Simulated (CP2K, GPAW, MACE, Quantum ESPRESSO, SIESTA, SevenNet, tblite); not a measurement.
# tblite runs on glassy 58SiO2-42ZnO (mol %) (67 atoms)

Wanted: tblite inputs and outputs for glassy 58SiO2-42ZnO (mol %) (67 atoms), checked against a plane-wave reference.

Program: tblite 0.8.0. Level of theory: the method is named at each step. Results are calculated unless marked as measured.

### Step 1. The structure

The cell holds 67 atoms: 15 Si, 11 Zn and 41 O. Its edges and angles: a = 9.780 Å, b = 9.780 Å, c = 9.780 Å, α = 90.0°, β = 90.0°, γ = 90.0°. 67 atoms (15 Si, 11 Zn, 41 O) placed at random at 3.12 g/cm³, melted at 4000 K for 10 ps at fixed volume with the Morse and Coulomb pair potential with partial charges (Pedone, Malavasi, Menziani, Cormack and Segre, J. Phys. Chem. B 110, 11780 (2006)). Quenched from 4000 K to 300 K at 500 K/ps and fixed volume, held 10 ps at zero pressure. Then every atom was moved at random, 0.02 Å r.m.s. a Cartesian component.

The yardstick, on the same geometry:

- method: Kohn-Sham DFT, PBE, SSSP efficiency 1.3.0 pseudopotentials, plane waves (Quantum ESPRESSO 7.5); sssp-pbe-1.3.0-efficiency, cutoffs 60/480 Ry, Γ point
- r.m.s. force component: 1.738 eV/Å
- longest force: 7.029 eV/Å
- pressure: 4.651 GPa
- gap (highest filled to lowest empty level): 2.243 eV
- time: 3.5 min on 4 MPI ranks of Arm Neoverse N1, shared host
- CPU time: 14 min

### Step 2. GFN1-xTB

Method: GFN1-xTB tight binding, diagonalisation.

run.py

```python
import numpy as np
from ase.io import read
from tblite.ase import TBLite

atoms = read("structure.xyz")
atoms.calc = TBLite(method="GFN1-xTB", electronic_temperature=580, accuracy=1.0, max_iterations=250, mixer_damping=0.4, verbosity=1)
energy = atoms.get_potential_energy()
forces = atoms.get_forces()
print(f"energy {energy:.6f} eV")
print("forces (eV/A)")
for i, (a, f) in enumerate(zip(atoms, forces)):
    print(f"{i:4d} {a.symbol:2s} {f[0]:10.5f} {f[1]:10.5f} {f[2]:10.5f}")
stress = -atoms.get_stress(voigt=False) * 160.21766
print("stress (GPa, compression positive)")
for row in stress:
    print(" ".join(f"{x:10.4f}" for x in row))
print("charges (e)")
print(np.array2string(atoms.get_charges(), precision=4, suppress_small=True, max_line_width=110, threshold=100000))
```

structure.xyz

```xyz
67
Lattice="9.78013 0.00000 0.00000 0.00000 9.78013 0.00000 0.00000 0.00000 9.78013" Properties=species:S:1:pos:R:3 pbc="T T T"
Si 1.81324 6.63650 0.84696
Si 1.24628 9.36770 5.56421
Si 0.62114 1.62067 3.29678
Si 8.09550 0.90055 1.48648
Si 4.73798 2.56200 8.89112
Si 6.59582 3.44681 1.49939
Si 9.39352 3.31987 7.78068
Si 4.24213 2.91908 3.59508
Si 4.28536 8.26294 1.30467
Si 0.02543 7.15407 3.41454
Si 4.89985 5.37193 7.93266
Si 2.48758 1.03660 0.82681
Si 6.44902 7.96924 8.97073
Si 9.33797 4.22120 4.85476
Si 6.23718 4.69564 5.36469
Zn 0.18876 0.72373 8.29013
Zn 2.49912 7.77198 7.85579
Zn 7.84181 5.62103 0.03883
Zn 6.54838 6.75377 3.05903
Zn 1.24570 4.22277 2.61814
Zn 6.91260 7.98303 5.72069
Zn 2.33178 3.66990 9.36506
Zn 9.63587 8.54177 9.70697
Zn 6.89186 0.75395 7.09617
Zn 4.31695 0.71346 5.89908
Zn 5.58309 0.11697 3.39860
O 5.91981 6.35532 8.81806
O 4.12497 1.38536 4.02139
O 1.28501 7.22331 9.19997
O 8.32514 2.09696 7.47593
O 1.17694 0.88236 4.58903
O 5.35932 3.11057 2.38997
O 4.04741 4.09944 8.57952
O 8.74216 0.44539 0.12812
O 6.71337 0.44822 1.90664
O 3.80789 6.40207 7.56708
O 5.20772 7.98939 2.54929
O 2.70763 9.22266 6.29126
O 6.26926 6.25126 4.96762
O 5.09154 3.84447 4.69172
O 3.42040 9.60047 1.54614
O 0.11071 3.00886 3.80075
O 7.69100 4.19255 4.95373
O 0.14289 5.58856 4.08946
O 6.01243 3.02656 9.76174
O 2.86411 3.69474 3.36554
O 8.28211 7.51564 3.31400
O 6.90057 5.02660 1.71788
O 0.87826 8.05433 4.47725
O 5.91766 4.67011 6.92502
O 9.20359 0.66446 2.57785
O 4.95285 1.71974 7.57266
O 6.85235 8.51830 7.60395
O 0.07795 3.94198 6.25625
O 7.87633 2.64435 1.55074
O 1.71309 4.92889 0.88540
[... 7 atom lines left out ...]
O 5.20665 8.63224 9.75715
O 0.86799 2.66577 8.43086
O 0.76021 7.15876 2.03906
O 3.48975 2.03769 0.12968
```

On the command line:

```console
$ OMP_NUM_THREADS=1 python run.py > output.txt
```

The log of the run:

```text
------------------------------------------------------------
  cycle        total energy    energy error   density error
------------------------------------------------------------
      1     -212.8628500106  -2.1383285E+02   1.1010948E+00
      2     -222.6045090183  -9.7416590E+00   7.1791699E-01
      3     -229.0546768166  -6.4501678E+00   4.6359170E-01
      4     -231.3951100367  -2.3404332E+00   1.4096292E-01
      5     -232.0337700593  -6.3866002E-01   4.4779072E-02
      6     -232.0738377897  -4.0067730E-02   2.4427008E-02
      7     -232.0903189976  -1.6481208E-02   1.0244773E-02
      8     -232.0936558754  -3.3368778E-03   1.7227712E-03
      9     -232.0936080159   4.7859522E-05   1.6549151E-03
     10     -232.0936822854  -7.4269520E-05   5.4163087E-04
     11     -232.0936875986  -5.3132070E-06   2.3265808E-04
     12     -232.0936888231  -1.2245116E-06   4.7590953E-05
     13     -232.0936888859  -6.2747006E-08   6.9951991E-06
------------------------------------------------------------
 total:                                   4.343 sec
energy -6315.590962 eV
forces (eV/A)
   0 Si   -6.68185   -3.86782   -1.43165
   1 Si    2.37508   -2.24773   -1.78080
   2 Si   -0.70447   -2.87229   -1.94082
   3 Si    0.04327    1.67249   -1.16087
   4 Si    0.11616    0.48040    0.10778
   5 Si   -1.50985    3.84175   -1.45785
   6 Si   -3.06075    0.43063    0.19788
   7 Si   -0.59970    1.30317   -0.10902
   8 Si    1.13439    1.40385    0.34441
   9 Si   -0.86569    0.27504    3.15679
  10 Si   -0.21057    1.28679    1.56783
  11 Si   -0.19269   -4.47892   -1.92430
  12 Si    0.85561   -2.90490    2.00676
  13 Si   -0.86755    0.85586   -3.38698
  14 Si   -0.29393    0.88587   -0.62893
  15 Zn   -0.09834    0.30059   -0.19548
  16 Zn    0.46889    0.07570   -0.63777
  17 Zn    0.00356   -0.09071    0.14941
  18 Zn    0.23084   -0.22112   -0.29343
  19 Zn    0.93584    0.14185   -0.18435
  20 Zn   -0.53685    0.38283   -0.48529
  21 Zn   -0.97854    0.03860   -0.28118
  22 Zn   -0.38114   -0.39072    0.11943
  23 Zn    0.52235    0.57556   -0.35282
[...]
59 O    -0.61109    1.25127    2.31482
  60 O     0.28634   -0.43631   -0.13876
  61 O    -3.31617    0.14784    2.60484
  62 O     0.18474    0.07186    0.46994
  63 O    -0.06271   -0.24796    0.15294
  64 O     2.40891   -0.00093    0.93041
  65 O     1.87473   -0.53044   -2.51464
  66 O     1.67930    0.70976   -0.96128
stress (GPa, compression positive)
   11.2730    -1.4237     0.2518
   -1.4237     7.3325    -2.5984
    0.2518    -2.5984    10.5886
charges (e)
[ 0.4192  0.3731  0.4512  0.3861  0.4307  0.3896  0.3678  0.3692  0.4276  0.378   0.416   0.4208  0.4135
  0.4291  0.4     0.5987  0.5693  0.5643  0.5712  0.6014  0.5549  0.6037  0.5889  0.5546  0.5555  0.5839
 -0.2824 -0.337  -0.352  -0.3668 -0.2134 -0.2407 -0.2608 -0.3422 -0.3518 -0.3628 -0.3448 -0.3573 -0.3512
 -0.2439 -0.2579 -0.2191 -0.2248 -0.263  -0.2416 -0.3704 -0.3613 -0.3619 -0.2677 -0.2272 -0.2654 -0.3293
 -0.334  -0.2276 -0.2719 -0.3498 -0.3635 -0.3969 -0.2015 -0.2226 -0.4486 -0.3709 -0.3694 -0.238  -0.3589
 -0.235  -0.2327]
```

It took 5.2 s on 1 thread of Arm Neoverse N1, shared host; peak memory 0.11 GiB.

Banners, paths, timers and routine set-up lines are dropped from the logs unmarked, and long logs keep their key lines alone; longer cuts are marked.

Numbers from this run, and their distance from the reference:

```yaml
r_m_s_force_component: 1.409 eV/Å
r_m_s_difference_of_force_components: 728.1 meV/Å
longest_difference_of_force_vectors: 2472 meV/Å
force_difference_over_r_m_s_force: 41.9 %
slope_of_forces_against_the_reference_s: 0.7412
correlation_of_force_components: 0.9138
pressure: 9.731 GPa
pressure_difference: 5.08 GPa
```

Length of the force difference by element (eV/Å):

```
element  atoms  mean  most
      O     41  0.95   2.0
     Si     15   1.8   2.5
     Zn     11  0.83   1.2
```

The surroundings of O54, picked at random, nearest first, numbered as they follow in the input and with coordinates relative to it.

```
atom      x      y      z  distance (Å)  bonds  Mulliken charge (e)     Fx     Fy  Fz (eV/Å)
 O54   0.00   0.00   0.00          0.00      2                -0.23   0.91  -0.25       2.59
Si14  -0.52   0.28  -1.40          1.52      4                 0.43  -0.87   0.86      -3.39
 Si7  -0.46  -0.62   1.52          1.71      4                 0.37  -3.06   0.43       0.20
 O43  -2.17   0.25  -1.30          2.54      2                -0.22   2.29  -0.69      -0.62
 O42   0.03  -0.93  -2.46          2.63      3                -0.22  -1.33   2.13       0.69
 O65   0.79  -1.28   2.17          2.64      3                -0.36   2.41   0.00       0.93
 O30  -1.53  -1.85   1.22          2.69      3                -0.37   0.27   0.28      -0.14
 O57  -1.14   0.54   2.40          2.71      2                -0.36   0.44  -0.13      -0.51
 O44   0.06   1.65  -2.17          2.72      3                -0.26  -0.60  -0.95       0.36
```

Atoms are counted from 1 here, from 0 in the log.

Forces lie 42 % from the reference's, at 0.0062 times its CPU time (on 1 against 4 cores).

### Step 3. Outcome

```yaml
force_difference_from_the_reference: tblite GFN1-xTB, 42 %
its_cpu_time: 5.2 s
```

Tight binding differs by 42 % (tblite GFN1-xTB); it is another model, with fitted parameters of its own, and the xTB methods hold dispersion. One electronic-structure run takes under half the reference's CPU time: tblite GFN1-xTB, at 42 % in 5.2 s against 14 min; its pressure misses by +5.1 GPa. Periodic xTB results under one method name differ between programs and library versions. The reference's pressure holds the uncorrected Pulay stress of its 60 Ry basis, so small pressure differences, and their order, may be the reference's own error. The quench rate of 500 K/ps is many orders above laboratory rates, so the cell is likely richer in defects and strain than a real sample. The network of bonds at the start is that of the classical potential that made the cell, and needn't be the one that DFT or experiment would give. The reference's stress is far from hydrostatic: its diagonal is 6.4, 2.3, 5.3 GPa, compression counted positive. The electronic-structure runs sample only Γ, in a cell whose shortest periodic width is 10 Å.

[Also dropped from logs without a mark: logging warnings of Python, and SIESTA's first energy breakdown and zero terms.]

[Logs are printed without paths, hosts, clocks, repeated set-up lines and the standing remarks that a program may print on its own settings, such as how far it seeks lower states.]

[Hosts, paths, dates, database ids (printed as entryN), source tags and the programs' standing remarks are cut or masked in the printed files.]
